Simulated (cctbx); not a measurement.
# MgCoS4: as given, inverted or twinned?

Space group I-4 (no. 82), a = 10.6990 Å, b = 10.6990 Å, c = 4.0820 Å, α = 90.00°, β = 90.00°, γ = 90.00°.

```csv
atom,mult.,x,y,z,Ueq (Å²)
Co1,2,0,1/2,3/4,0.0158
S1,8,0.8655,0.8483,0.3049,0.0206
Mg1,2,0,0,0,0.0298
```

The model was made for the exercise: a known structure type with other elements put in, its volume estimated, not relaxed; displacement parameters are assumed.

Data sets are simulated with cctbx and refined with Bijvoet mates kept apart; Flack x is then fitted as the share of an inverted twin with the atoms fixed, Hooft y from the Bijvoet differences. The group is acentric but holds improper operations, so there is an absolute structure (orientation) and no hand.

Untwinned crystal. What Flack and Hooft values should come out?

```
  λ (Å)  extinction (unmodelled)  d min (Å)  top counts  error (%)     model      R1  Flack x    s.u.  Hooft y   s.u.  pairs
0.71073                        0       0.77       20000          6  as given  0.0152   -0.021   0.012   -0.008  0.016    234
0.71073                        0       0.77       20000          6  inverted  0.0413    1.014   0.013    1.020  0.016    234
1.54184                      0.1       0.83       70000          4  as given  0.0100    0.002  0.0018    0.004  0.003    182
```

With Mo Kα, x is within 3 s.u. of 0, so the absolute structure is right. With Cu Kα, x is within 3 s.u. of 0, so the absolute structure is right. Inverting the model turns x into about 1 − x.

A further crystal gives:

| λ (Å) | extinction (unmodelled) | d min (Å) | top counts | error (%) | model | R1 | Flack x | s.u. | Hooft y | s.u. | pairs |
| --- | --- | --- | --- | --- | --- | --- | --- | --- | --- | --- | --- |
| 1.54184 | 0.3 | 0.8 | 40000 | 2 | as given | 0.1132 | 0.796 | 0.01 | 0.852 | 0.003 | 204 |

**Question.** What is it?

It was simulated as an inversion twin with a fraction 0.8 of the inverted domain. Flack x is over 3 s.u. from both 0 and 1 and reads that fraction.

[Logs are printed without paths, hosts, clocks, repeated set-up lines and the standing remarks that a program may print on its own settings, such as how far it seeks lower states.]
